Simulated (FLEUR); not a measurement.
**GdN: parallel and opposed starts**

Wanted: the moments of GdN and the energy of each order that was tried.

Method: LDA (VWN) with U = 6.7 eV, J = 0.7 eV on Gd f; all-electron FLAPW, Dirac cores, scalar-relativistic bands, in FLEUR MaX-R8.1.

The database entry behind the starting cell differs from later determinations by our own check (about 0.3 % long), so it need not match the best structure at ambient conditions.

## 1. Starting point

It takes space group Fm-3m (No. 225, cubic). The conventional cell has a = 4.999 Å, b = 4.999 Å, c = 4.999 Å, α = 90.00°, β = 90.00°, γ = 90.00°. Gd has 6 N at 2.50 Å nearest. Nearest to N lie 6 Gd at 2.50 Å. Farther neighbours and most contacts between anions are not listed.

Coordinates:

```cif
data_structure
_symmetry_space_group_name_H-M 'Fm-3m'
_symmetry_Int_Tables_number 225
_cell_length_a 4.9990
_cell_length_b 4.9990
_cell_length_c 4.9990
_cell_angle_alpha 90.000
_cell_angle_beta 90.000
_cell_angle_gamma 90.000
_cell_volume 124.93
loop_
_atom_site_label
_atom_site_type_symbol
_atom_site_symmetry_multiplicity
_atom_site_Wyckoff_symbol
_atom_site_fract_x
_atom_site_fract_y
_atom_site_fract_z
_atom_site_occupancy
Gd1 Gd 4 a 0.00000 0.00000 0.00000 1
N1 N 4 b 0.50000 0.00000 0.00000 1
```

## 2. Order 1, typed as ferro +

The parallel start comes first: it shows whether parallel moments hold. A Hubbard U acts on the open shell, since semilocal functionals spread its electrons too much.

The file n_mmp_mat seeds the f occupations with whole cubic orbitals by Hund's first rule, so that the U acts from the first pass. inpgen writes inp.xml from crystal.txt; cutoffs, mixing, functional, smearing and local orbitals are then set in the file. The k list default-1 (kpts.xml, not shown) is a Γ-centred 8×8×8 mesh; where the ranks do not divide the number of points, some are split in two of half the weight.

inp.xml reads:

```
<?xml version="1.0" encoding="UTF-8" standalone="no"?>
<fleurInput fleurInputVersion="0.39">
   <comment>
      GdN
   </comment>
   <calculationSetup>
      <cutoffs Kmax="3.61" Gmax="10.8" GmaxXC="10.8" numbands="0"/>
      <scfLoop itmax="130" minDistance="0.0001" maxIterBroyd="15" imix="Anderson" alpha="0.05" precondParam="0.0" spinf="2.0" sdNocoIR="T"/>
      <coreElectrons ctail="T" frcor="F" kcrel="0" coretail_lmax="0"/>
      <xcFunctional name="vwn" relativisticCorrections="F"/>
      <magnetism jspins="2"/>
      <soc l_soc="F" theta="0.0" phi="0.0" spav="F"/>
      <expertModes spex="0" secvar="F"/>
      <geometryOptimization l_f="F" forcealpha="1.0" forcemix="BFGS" epsdisp="0.00001" epsforce="0.00001"/>
      <ldaU l_linMix="F" mixParam="0.05" spinf="1.0"/>
   </calculationSetup>
   <cell>
      <bzIntegration valenceElectrons="23.0" mode="hist" fermiSmearingEnergy="0.00110248">
         <kPointListSelection listName="default-1"/>
         <xi:include xmlns:xi="http://www.w3.org/2001/XInclude" href="kpts.xml"> </xi:include>
      </bzIntegration>
      <xi:include xmlns:xi="http://www.w3.org/2001/XInclude" href="sym.xml"> </xi:include>
      <bulkLattice scale="1.0">
         <bravaisMatrix>
            <row-1>    0.0000000000000000     4.7233704484376995     4.7233704484376995</row-1>
            <row-2>    4.7233704484376995     0.0000000000000000     4.7233704484376995</row-2>
            <row-3>    4.7233704484376995     4.7233704484376995     0.0000000000000000</row-3>
         </bravaisMatrix>
      </bulkLattice>
   </cell>
   <atomSpecies>
      <species name="Gadolinium7.000" element="Gd" atomicNumber="64">
         <mtSphere radius="2.8" gridPoints="925" logIncrement="0.014"/>
         <atomicCutoffs lmax="10" lnonsphr="8"/>
         <electronConfig flipSpins="F">
            <coreConfig>(1s1/2) (2s1/2) (2p1/2) (2p3/2) (3s1/2) (3p1/2) (3p3/2) (4s1/2) (3d3/2) (3d5/2) (4p1/2) (4p3/2) (4d3/2) (4d5/2)</coreConfig>
            <valenceConfig>(5s1/2) (5p1/2) (5p3/2) (6s1/2) (4f5/2) (4f7/2) (5d3/2) (5d5/2)</valenceConfig>
            <stateOccupation state="(4f5/2)" spinUp="2.5" spinDown="0.5"/>
            <stateOccupation state="(4f7/2)" spinUp="4.0" spinDown="0.0"/>
            <stateOccupation state="(5d3/2)" spinUp="0.4" spinDown="0.0"/>
            <stateOccupation state="(5d5/2)" spinUp="0.6" spinDown="0.0"/>
         </electronConfig>
         <energyParameters s="6" p="6" d="5" f="4"/>
         <ldaU l="3" U="6.7" J="0.7" l_amf="F"/>
         <lo type="SCLO" l="0" n="5" eDeriv="0"/>
         <lo type="SCLO" l="1" n="5" eDeriv="0"/>
      </species>
      <species name="Nitrogen (N)" element="N" atomicNumber="7">
         <mtSphere radius="1.66" gridPoints="549" logIncrement="0.019"/>
         <atomicCutoffs lmax="6" lnonsphr="4"/>
         <electronConfig flipSpins="F">
            <coreConfig>(1s1/2)</coreConfig>
            <valenceConfig>(2s1/2) (2p1/2) (2p3/2)</valenceConfig>
            <stateOccupation state="(2p1/2)" spinUp="0.500000" spinDown="0.500000"/>
            <stateOccupation state="(2p3/2)" spinUp="1.000000" spinDown="1.000000"/>
         </electronConfig>
         <energyParameters s="2" p="2" d="3" f="4"/>
      </species>
   </atomSpecies>
   <atomGroups>
      <atomGroup species="Gadolinium7.000">
         <relPos label="                   1">.0000000000 .0000000000 .0000000000</relPos>
         <force calculate="T" relaxXYZ="TTT"/>
      </atomGroup>
      <atomGroup species="Nitrogen (N)">
         <relPos label="                   2">1.000/2.000 1.000/2.000 1.000/2.000</relPos>
         <force calculate="T" relaxXYZ="TTT"/>
      </atomGroup>
   </atomGroups>
   <output dos="F" band="F" slice="F">
      <bandDOS minEnergy="-.5*Htr" maxEnergy="0.5*Htr" sigma="0.015" storeEVData="T"/>
      <plotting iplot="0" polar="F">
         <plot TwoD="T" vec1="  1.0  0.0  0.0" vec2="  0.0  1.0  0.0" vec3="  0.0  0.0  1.0" zero="  0.0  0.0  0.0" file="plot"/>
      </plotting>
      <moessbauerParams electricFieldGradient="F" isomerShift="F" coreHyperfine="F" valenceHyperfine="F"/>
   </output>
</fleurInput>
```

crystal.txt reads:

```
GdN
&input film=F cartesian=F /
0.00000000000  2.49950000000  2.49950000000
2.49950000000  0.00000000000  2.49950000000
2.49950000000  2.49950000000  0.00000000000
1.8897261246
1.0 1.0 1.0

2
64 0.00000000000  0.00000000000  0.00000000000 : 7.000
7 0.50000000000  0.50000000000  0.50000000000

&kpt div1=8 div2=8 div3=8 gamma=T /
```

Command:

```
$ OMP_NUM_THREADS=1 inpgen -f crystal.txt > inpgen.log  # inp.xml is then edited as shown
$ OMP_NUM_THREADS=1 mpirun -n 4 fleur_MPI > fleur.log
```

Output:

```text
Welcome to FLEUR        (www.flapw.de)
      MaX-Release 8.1          (www.max-centre.eu)

 ========== k-point set info ==========
 Selected k-point list: default-1
 k-point list type: mesh
 0 x 0 x 0
 Number of k points: 32

 ------------Calculation Setup---------------------------
 Number of MPI-tasks      :            4
 Number of PE/node        :            4
 Number of OMP-threads    :            1
 k-points in parallel     :            4
 pe's per k-point         :            1
 No of k-point loops      :            8
 Eigenvalue solver        :       lapack
 Number of basis functions:          188
 Approximate size of matrices (H+S) per k-point:         0.001 GB
 --------------------------------------------------------
 Iteration:     1   Distance:      27.27864845 me/bohr^3
 Iteration:     2   Distance:      26.26784447 me/bohr^3
 Iteration:     3   Distance:      19.84328680 me/bohr^3
 Iteration:     4   Distance:      14.17371785 me/bohr^3
 Iteration:     5   Distance:       2.57967997 me/bohr^3
 Iteration:     6   Distance:       1.09007876 me/bohr^3
 Iteration:     7   Distance:       0.86537285 me/bohr^3
 Iteration:     8   Distance:       0.46574229 me/bohr^3
 Iteration:     9   Distance:       0.04324662 me/bohr^3
 Iteration:    10   Distance:       0.02962199 me/bohr^3
 Iteration:    11   Distance:       0.00700546 me/bohr^3
 Iteration:    12   Distance:       0.00175415 me/bohr^3
 Iteration:    13   Distance:       0.00148475 me/bohr^3
 Iteration:    14   Distance:       0.00084596 me/bohr^3
 Iteration:    15   Distance:       0.00025641 me/bohr^3
 Iteration:    16   Distance:       0.00024674 me/bohr^3
 Iteration:    17   Distance:       0.00019789 me/bohr^3
 Iteration:    18   Distance:       0.00003312 me/bohr^3

 ********************************************************************
 Run finished successfully
 Stop message:
   all done
 ********************************************************************

--- out.xml (last complete iteration) ---
<iteration numberForCurrentRun="   18" overallNumber="   18">
         [... left out ...]
         <bandgap value="0.1399026291" units="eV"/>
         <sumValenceSingleParticleEnergies value="-2.6973118451" units="Htr"/>
         <FermiEnergy value="0.3286839949" units="Htr"/>
         <valenceDensity>
            <mtCharges spin="1">
               <mtCharge atomType="1" total="11.6277066" s="1.0889455" p="3.0369241" d="0.4927433" f="6.9966443"/>
               <mtCharge atomType="2" total="1.9561358" s="0.6786268" p="1.2733759" d="0.0034827" f="0.0005360"/>
            </mtCharges>
            <mtCharges spin="2">
               <mtCharge atomType="1" total="4.5836858" s="1.0815908" p="3.0135345" d="0.3999687" f="0.0753992"/>
               <mtCharge atomType="2" total="2.0603790" s="0.6878808" p="1.3695078" d="0.0025050" f="0.0004024"/>
            </mtCharges>
            <spinDependentCharge spin="1" total="15.0000655" interstitial="1.4162230" mtSpheres="13.5838425"/>
            <spinDependentCharge spin="2" total="7.9999345" interstitial="1.3558697" mtSpheres="6.6440648"/>
            <totalCharge value="23.0000000000"/>
         </valenceDensity>
         [... left out ...]
         <allElectronCharges>
            <spinDependentCharge spin="1" total="39.0000655" interstitial="1.4162280" mtSpheres="37.5838375"/>
            <spinDependentCharge spin="2" total="31.9999345" interstitial="1.3558759" mtSpheres="30.6440586"/>
            <totalCharge value="70.9999999918"/>
         </allElectronCharges>
         <magneticMomentsInMTSpheres units="muBohr">
            <globalMagMoment atomType="1" vec="0.00000   0.00000   7.04402"/>
            <localMagMoment atomType="1" vec="0.00000   0.00000   7.04402"/>
            <globalMagMoment atomType="2" vec="0.00000   0.00000  -0.10424"/>
            <localMagMoment atomType="2" vec="0.00000   0.00000  -0.10424"/>
         </magneticMomentsInMTSpheres>
         <moessbauerParams unitsHFF="kG" unitsIS="e/bohr^3" unitsEFG="Htr/bohr^2">
         </moessbauerParams>
         <totalEnergy value="   -11327.5279427328" units="Htr">
            <sumOfEigenvalues value="    -6960.1014003067">
               <coreElectrons value="-6957.4040884616"/>
               <valenceElectrons value="-2.6973118451"/>
            </sumOfEigenvalues>
            <densityCoulombPotentialIntegral value="-18973.4095731984"/>
            <densityEffectivePotentialIntegral value="-19304.1915985686"/>
            <chargeDenXCDenIntegral value="-249.3287064422"/>
            <FockExchangeEnergyValence value="0.0000000000"/>
            <FockExchangeEnergyCore value="0.0000000000"/>
            <atomTypeDependentContributions atomType="1">
               <electronNucleiInteractionDifferentMTs value="13838.9660711846"/>
               <MadelungTerm value="-31.3374029221"/>
            </atomTypeDependentContributions>
            <atomTypeDependentContributions atomType="2">
               <electronNucleiInteractionDifferentMTs value="62.7297066207"/>
               <MadelungTerm value="-3.3225935806"/>
            </atomTypeDependentContributions>
            <dftUCorrection value="-0.7711263546"/>
            <tkbTimesEntropy value="0.0000122709"/>
            <freeEnergy value="-11327.5279550037"/>
            <extrapolationTo0K value="-11327.5279488683"/>
         </totalEnergy>
         <ldaUDensityMatrix>
            <densityMatrixFor spin="1" atomType="1" uIndex="1" l="3" U="6.70000000" J="0.70000000">
               (+1.00116,+0.00000) (+0.00000,+0.00000) (+0.00000,+0.00000) (+0.00000,+0.00000) (+0.00303,+0.00000) (+0.00000,+0.00000) (+0.00000,+0.00000)
               (+0.00000,+0.00000) (+0.99581,+0.00000) (+0.00000,+0.00000) (+0.00000,+0.00000) (+0.00000,+0.00000) (+0.00143,+0.00000) (+0.00000,+0.00000)
               (+0.00000,+0.00000) (+0.00000,+0.00000) (+0.99959,+0.00000) (+0.00000,+0.00000) (+0.00000,+0.00000) (+0.00000,+0.00000) (+0.00303,+0.00000)
               (+0.00000,+0.00000) (+0.00000,+0.00000) (+0.00000,+0.00000) (+1.00351,+0.00000) (+0.00000,+0.00000) (+0.00000,+0.00000) (+0.00000,+0.00000)
               (+0.00303,+0.00000) (+0.00000,+0.00000) (+0.00000,+0.00000) (+0.00000,+0.00000) (+0.99959,+0.00000) (+0.00000,+0.00000) (+0.00000,+0.00000)
               (+0.00000,+0.00000) (+0.00143,+0.00000) (+0.00000,+0.00000) (+0.00000,+0.00000) (+0.00000,+0.00000) (+0.99581,+0.00000) (+0.00000,+0.00000)
               (+0.00000,+0.00000) (+0.00000,+0.00000) (+0.00303,+0.00000) (+0.00000,+0.00000) (+0.00000,+0.00000) (+0.00000,+0.00000) (+1.00116,+0.00000)
            </densityMatrixFor>
            <densityMatrixFor spin="2" atomType="1" uIndex="1" l="3" U="6.70000000" J="0.70000000">
               (+0.01404,+0.00000) (+0.00000,+0.00000) (+0.00000,+0.00000) (+0.00000,+0.00000) (+0.00619,+0.00000) (+0.00000,+0.00000) (+0.00000,+0.00000)
               (+0.00000,+0.00000) (+0.00339,+0.00000) (+0.00000,+0.00000) (+0.00000,+0.00000) (+0.00000,+0.00000) (+0.00266,+0.00000) (+0.00000,+0.00000)
               (+0.00000,+0.00000) (+0.00000,+0.00000) (+0.01085,+0.00000) (+0.00000,+0.00000) (+0.00000,+0.00000) (+0.00000,+0.00000) (+0.00619,+0.00000)
               (+0.00000,+0.00000) (+0.00000,+0.00000) (+0.00000,+0.00000) (+0.01884,+0.00000) (+0.00000,+0.00000) (+0.00000,+0.00000) (+0.00000,+0.00000)
               (+0.00619,+0.00000) (+0.00000,+0.00000) (+0.00000,+0.00000) (+0.00000,+0.00000) (+0.01085,+0.00000) (+0.00000,+0.00000) (+0.00000,+0.00000)
               (+0.00000,+0.00000) (+0.00266,+0.00000) (+0.00000,+0.00000) (+0.00000,+0.00000) (+0.00000,+0.00000) (+0.00339,+0.00000) (+0.00000,+0.00000)
               (+0.00000,+0.00000) (+0.00000,+0.00000) (+0.00619,+0.00000) (+0.00000,+0.00000) (+0.00000,+0.00000) (+0.00000,+0.00000) (+0.01404,+0.00000)
            </densityMatrixFor>
         </ldaUDensityMatrix>
         <ldaUDensityMatrixConvergence>
            <distance spin="1" distance="0.000000"/>
            <distance spin="2" distance="0.000000"/>
         </ldaUDensityMatrixConvergence>
         <densityConvergence units="me/bohr^3">
            <chargeDensity spin="1" distance="0.0000191604"/>
            <chargeDensity spin="2" distance="0.0000179208"/>
            <overallChargeDensity distance="0.0000331152"/>
            <spinDensity distance="0.0000167315"/>
         </densityConvergence>
      </iteration>
```

Elapsed: 6 s, on 4 MPI ranks of AMD EPYC 9R45, shared host; peak memory 0.22 GiB; 23 s of CPU time.

Read from the output:

```
free energy                                                       : -308237.7384 eV
program's band gap on this mesh (in a metal only a level spacing) : 0.1399 eV
magnetization                                                     : 7.000 μB
final state                                                       : ferromagnetic, with opposed induced moments
largest moment                                                    : 7.044 μB
```

After 18 cycles the largest moment stands at 7.04 μB.

(Part 1 of 3 ends here.)

[Logs and program files are shortened in this print: banners, set-up blocks, solver, clock and traceback lines can be left out without a mark of their own.]

[Logs are printed without paths, hosts, clocks, repeated set-up lines and the standing remarks that a program may print on its own settings, such as how far it seeks lower states.]

[Hosts, paths, dates, database ids (printed as entryN), source tags and the programs' standing remarks are cut or masked in the printed files.]

[Where a cell is said to come from a database of computed structures, the database is the Materials Project.]
